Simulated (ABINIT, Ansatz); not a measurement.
# Quasiparticle gap of CsPbCl3 (Pm-3m) in ABINIT, part 3 of 3

Aim: the G0W0 gap of CsPbCl3 (Pm-3m) on PBE, step by step.

ABINIT 10.8.3; PBE and many-body steps on it, plane waves. Known limits of the many-body steps: not at the basis limit; exchange with frozen shells missing; no spin-orbit coupling; coarse k mesh.

So far. Step 4 (Empty states on the mesh, 2×2×2 mesh, 198 bands): On this mesh the gap is 1.933 eV. Step 5 (Screening, 2×2×2 mesh, 180 bands, screening to 119.7 eV): Local fields lower ε∞ by 13 %. On a Γ-centred mesh this coarse the value itself is usually too large, while a short band sum pulls it down.

### 6. Self-energy, 2×2×2 mesh, 180 bands, screening to 119.7 eV

The self-energy is evaluated for the states that the input lists, and the levels follow from it, in one-shot runs by the linearised quasiparticle equation.

This step: G0W0 on PBE, plane waves, norm-conserving pseudopotentials.

File run.abi:

```
acell 3*1.0 Angstrom
rprim 
  5.605000000000 0.000000000000 0.000000000000
  0.000000000000 5.605000000000 0.000000000000
  0.000000000000 0.000000000000 5.605000000000
ntypat 3
znucl 55 82 17
natom 5
typat 1 2 3 3 3
xred 
  0.000000000000 0.000000000000 0.000000000000
  0.500000000000 0.500000000000 0.500000000000
  0.500000000000 0.500000000000 0.000000000000
  0.000000000000 0.500000000000 0.500000000000
  0.500000000000 0.000000000000 0.500000000000
pp_dirpath "pseudos"
pseudos "Cs.upf, Pb.upf, Cl.upf"
ecut 25
ngkpt 2 2 2
nshiftk 1
shiftk 0 0 0
kptopt 1
chksymbreak 0
istwfk *1
occopt 1
irdwfk 1
optdriver 4
nband 180
gwcalctyp 0
ecutsigx 25
symsigma 1
nkptgw 2
kptgw 
  0.5000000000 0.5000000000 0.5000000000
  0.0000000000 0.0000000000 0.0000000000
bdgw 
  19 25
  20 25
ecuteps 4.4
irdscr 1
ppmodel 1
indata_prefix "in"
outdata_prefix "out"
tmpdata_prefix "tmp"
```

Run with:

```sh
> OMP_NUM_THREADS=1 mpirun -n 4 abinit run.abi > log
```

Numbers of over 12 decimals in the logs are rounded to 6 here.

The log of the run:

```text
.Version 10.8.3 of ABINIT. v10.8.2 released Aug 2026.

 Symmetries : space group Pm -3 m (#221); Bravais cP (primitive cubic)
[... echo of the input left out ...]
== DATASET  1 ==================================================================
-   mpi_nproc: 4, omp_nthreads: 1 (-1 if OMP is not activated)

--- !DatasetInfo
iteration_state: {dtset: 1, }
dimensions: {natom: 5, nkpt: 4, mband: 180, nsppol: 1, nspinor: 1, nspden: 1, mpw: 7123, }
cutoff_energies: {ecut:  25.0, pawecutdg:  -1.0, }
electrons: {nelect:   4.40000000E+01, charge:   0.00000000E+00, occopt:   1.00000000E+00, tsmear:   1.00000000E-02, }

 SIGMA: Calculation of the GW corrections

 Based on a program developped by R.W. Godby, V. Olevano, G. Onida, and L. Reining.
 Incorporated in ABINIT by V. Olevano, G.-M. Rignanese, and M. Torrent.
.Using double precision arithmetic ; gwpc =  8

[... cell and pseudopotentials left out ...]
--------------------------------------------------------------------------------

 ==== K-mesh for the wavefunctions ====
 Number of points in the irreducible wedge :     4
[... list of points left out ...]
 Together with 48 symmetry operations and time-reversal symmetry
 yields     8 points in the full Brillouin Zone.

 ==== Q-mesh for screening function ====
 Number of points in the irreducible wedge :     4
[... list of points left out ...]
 Together with 48 symmetry operations and time-reversal symmetry
 yields     8 points in the full Brillouin Zone.

 vcoul_init : cutoff-mode = AUXILIARY_FUNCTION
 q-points for optical limit:   1
     1)      0.000010    0.000020    0.000030
 setmesh: FFT mesh size selected  =    48x   48x   48
          total number of points  =       110592

 Number of electrons calculated from density =   44.0000; Expected =   44.0000
 average of density, n =  0.037028
 r_s =    1.8612
 omega_plasma =   18.5618 [eV]

 === KS Band Gaps ===
  >>>> For spin  1
   Minimum direct gap =   1.9335 [eV], located at k-point      :   0.5000  0.5000  0.5000
   Fundamental gap    =   1.9335 [eV], Top of valence bands at :   0.5000  0.5000  0.5000
                                       Bottom of conduction at :   0.5000  0.5000  0.5000
 SIGMA fundamental parameters:
 PLASMON POLE MODEL  1
 number of plane-waves for SigmaX                 7123
 number of plane-waves for SigmaC and W            515
 number of plane-waves for wavefunctions          7123
 number of bands                                   180
 number of independent spin polarizations            1
 number of spinorial components                      1
 number of k-points in IBZ                           4
 number of q-points in IBZ                           4
 number of symmetry operations                      48
 number of k-points in BZ                            8
 number of q-points in BZ                            8
 number of frequencies for dSigma/dE                 9
 frequency step for dSigma/dE [eV]                0.25
 number of omega for Sigma on real axis              0
 max omega for Sigma on real axis  [eV]           0.00
 zcut for avoiding poles [eV]                     0.10

 EPSILON^-1 parameters (SCR file):
 dimension of the eps^-1 matrix on file            515
 dimension of the eps^-1 matrix used               515
 number of plane-waves for wavefunctions          7123
 number of bands                                   180
 number of q-points in IBZ                           4
 number of frequencies                               2
 number of real frequencies                          1
 number of imag frequencies                          1

 matrix elements of self-energy operator (all in [eV])

 Perturbative Calculation

--- !SelfEnergy_ee
iteration_state: {dtset: 1, }
kpoint     : [   0.500,    0.500,    0.500, ]
spin       : 1
KS_gap     :    1.933
QP_gap     :    3.098
Delta_QP_KS:    1.164
data: !SigmaeeData |
     Band     E0 <VxcDFT>   SigX SigC(E0)      Z dSigC/dE  Sig(E)    E-E0       E
       19  -0.178 -14.256 -18.504   3.040   0.771  -0.296 -15.188  -0.932  -1.109
       20  -0.178 -14.256 -18.504   3.040   0.771  -0.296 -15.188  -0.932  -1.109
       21  -0.178 -14.256 -18.504   3.040   0.771  -0.296 -15.188  -0.932  -1.109
       22   2.026 -15.396 -17.861   1.648   0.791  -0.264 -16.043  -0.647   1.379
       23   3.959  -9.887  -6.509  -2.746   0.819  -0.221  -9.369   0.518   4.477
       24   3.959  -9.887  -6.509  -2.746   0.819  -0.221  -9.369   0.518   4.477
       25   3.959  -9.887  -6.509  -2.746   0.819  -0.221  -9.369   0.518   4.477

--- !SelfEnergy_ee
iteration_state: {dtset: 1, }
kpoint     : [   0.000,    0.000,    0.000, ]
spin       : 1
KS_gap     :    5.875
QP_gap     :    7.118
Delta_QP_KS:    1.243
data: !SigmaeeData |
     Band     E0 <VxcDFT>   SigX SigC(E0)      Z dSigC/dE  Sig(E)    E-E0       E
       20  -0.496 -14.033 -18.293   3.051   0.771  -0.297 -14.966  -0.933  -1.428
       21  -0.496 -14.033 -18.293   3.051   0.771  -0.297 -14.966  -0.933  -1.428
       22  -0.496 -14.033 -18.293   3.051   0.771  -0.297 -14.966  -0.933  -1.428
       23   5.379  -6.339  -2.683  -3.287   0.841  -0.189  -6.028   0.310   5.690
       24   6.319  -6.633  -2.877  -3.170   0.841  -0.188  -6.140   0.493   6.812
       25   6.319  -6.633  -2.877  -3.170   0.841  -0.188  -6.140   0.493   6.812

== END DATASET(S) ==============================================================
================================================================================

 -outvars: echo values of variables after computation  --------
           etotal      0.0000000000E+00
            nband         180
             nkpt           4
          spgroup         221
 [... the other variables as echoed above ...]

 Calculation completed.
```

Wall time 34 s (4 MPI ranks of Arm Neoverse V1, shared host); peak memory 1.4 GiB; 2.3 min of CPU time.

Numbers from this step:

- G0W0 gap on the points computed: 3.098 eV
- starting gap on the mesh: 1.933 eV
- k of the valence top: 0.5, 0.5, 0.5
- k of the conduction bottom: 0.5, 0.5, 0.5
- Z at the valence top: 0.791
- Z at the conduction bottom: 0.819
- least direct G0W0 gap on the computed points: 3.098 eV

The gap on the mesh goes from 1.93 eV to 3.10 eV, a correction of +1.16 eV.

Limits: finite bands, cutoff and mesh; exchange with frozen shells missing; no spin-orbit coupling; coarse k mesh. v1 is the top filled band, c1 the lowest empty one. The levels before and after the correction (eV, zero at the valence-band top of each column):

```
           conduction bottom  valence top
Kohn-Sham               1.93         0.00
     G0W0               3.10         0.00
```

```
                         level  energy (eV)
Kohn-Sham  (0.5 0.5 0.5) v4-v2       -2.204
Kohn-Sham     (0.5 0.5 0.5) v1        0.000
Kohn-Sham  (0.5 0.5 0.5) c1-c3        1.933
     G0W0  (0.5 0.5 0.5) v4-v2       -2.488
     G0W0     (0.5 0.5 0.5) v1        0.000
     G0W0  (0.5 0.5 0.5) c1-c3        3.098
```

### 7. Where the time went

Times are wall times on 4 MPI ranks of Arm Neoverse V1, shared host, good to a factor of about two.

```
                          step  time  share  memory (GiB)
                  ground state  34 s   13 %          0.36
bands along the symmetry lines  77 s   29 %          0.43
      empty states on the mesh  75 s   28 %          0.44
                     screening  48 s   18 %           1.4
                   self-energy  34 s   13 %           1.4
```

### 8. What came out

| Quantity | Value |
| --- | --- |
| PBE gap | 1.93 eV, direct |
| G0W0 gap on the mesh | 3.10 eV |
| GW settings | 2×2×2 mesh, 180 bands, screening to 119.7 eV, Godby-Needs plasmon pole |
| known limits | not at the basis limit; exchange with frozen shells missing; no spin-orbit coupling; coarse k mesh |

In words: G0W0 moves the gap on the mesh from 1.93 eV to 3.10 eV (+1.16 eV), with Z of 0.79 and 0.82 at the edges. Local fields lower the RPA ε∞ on this mesh from 8.28 to 7.18; a Γ-centred mesh this coarse tends to raise both, most where the direct gap is narrow, while a short band sum lowers them. Only 2 of the mesh's irreducible points were corrected, so a valley elsewhere could overtake. Bands and cutoff are finite, so the gap is not at the basis limit. The miss can reach some tenths of an eV and take either sign; the mesh is an error of its own. In the G0W0 run levels were corrected at 2 k points alone, so a gap called «on the mesh» is the least over those, and an edge elsewhere would be missed. The 2×2×2 mesh is coarse for this cell, which bears on the long-range parts of exchange and screening. Where an edge is built on 6p states of lead, bismuth or thallium, scalar-relativistic gaps usually stand too wide, by a few tenths to over one eV. This is the ideal cubic cell; many perovskites, halides above all, are cubic only on average, and local tilts or off-centring can widen the gap. The norm-conserving file of at least one element keeps a d shell over frozen s and p shells of the same row. Exchange with those shells is missing from the self-energy, an error of 0.3 to 0.9 eV in cases checked, whose sign depends on which edge lies on those atoms. The many-body steps are scalar-relativistic: spin-orbit coupling is not in them.

[Paths, hosts, dates, memory and timing lines, banners, echoed tables and standing remarks are left out of the program output.]

[Logs are printed without paths, hosts, clocks, repeated set-up lines and the standing remarks that a program may print on its own settings, such as how far it seeks lower states.]

[Runs of the session that timed out or met a known fault of the program may be left out.]

[Hosts, paths, dates, database ids (printed as entryN), source tags and the programs' standing remarks are cut or masked in the printed files.]

[G0W0 gaps are taken among the corrected bands and points alone; a level outside them can change the order at an edge.]

[Where Ansatz stands beside ABINIT at settings called matched, ABINIT's density can come from a denser mesh and the files from another edition; pairs whose starting gaps differed by over 0.03 eV were left out, so agreement reads better than it is.]
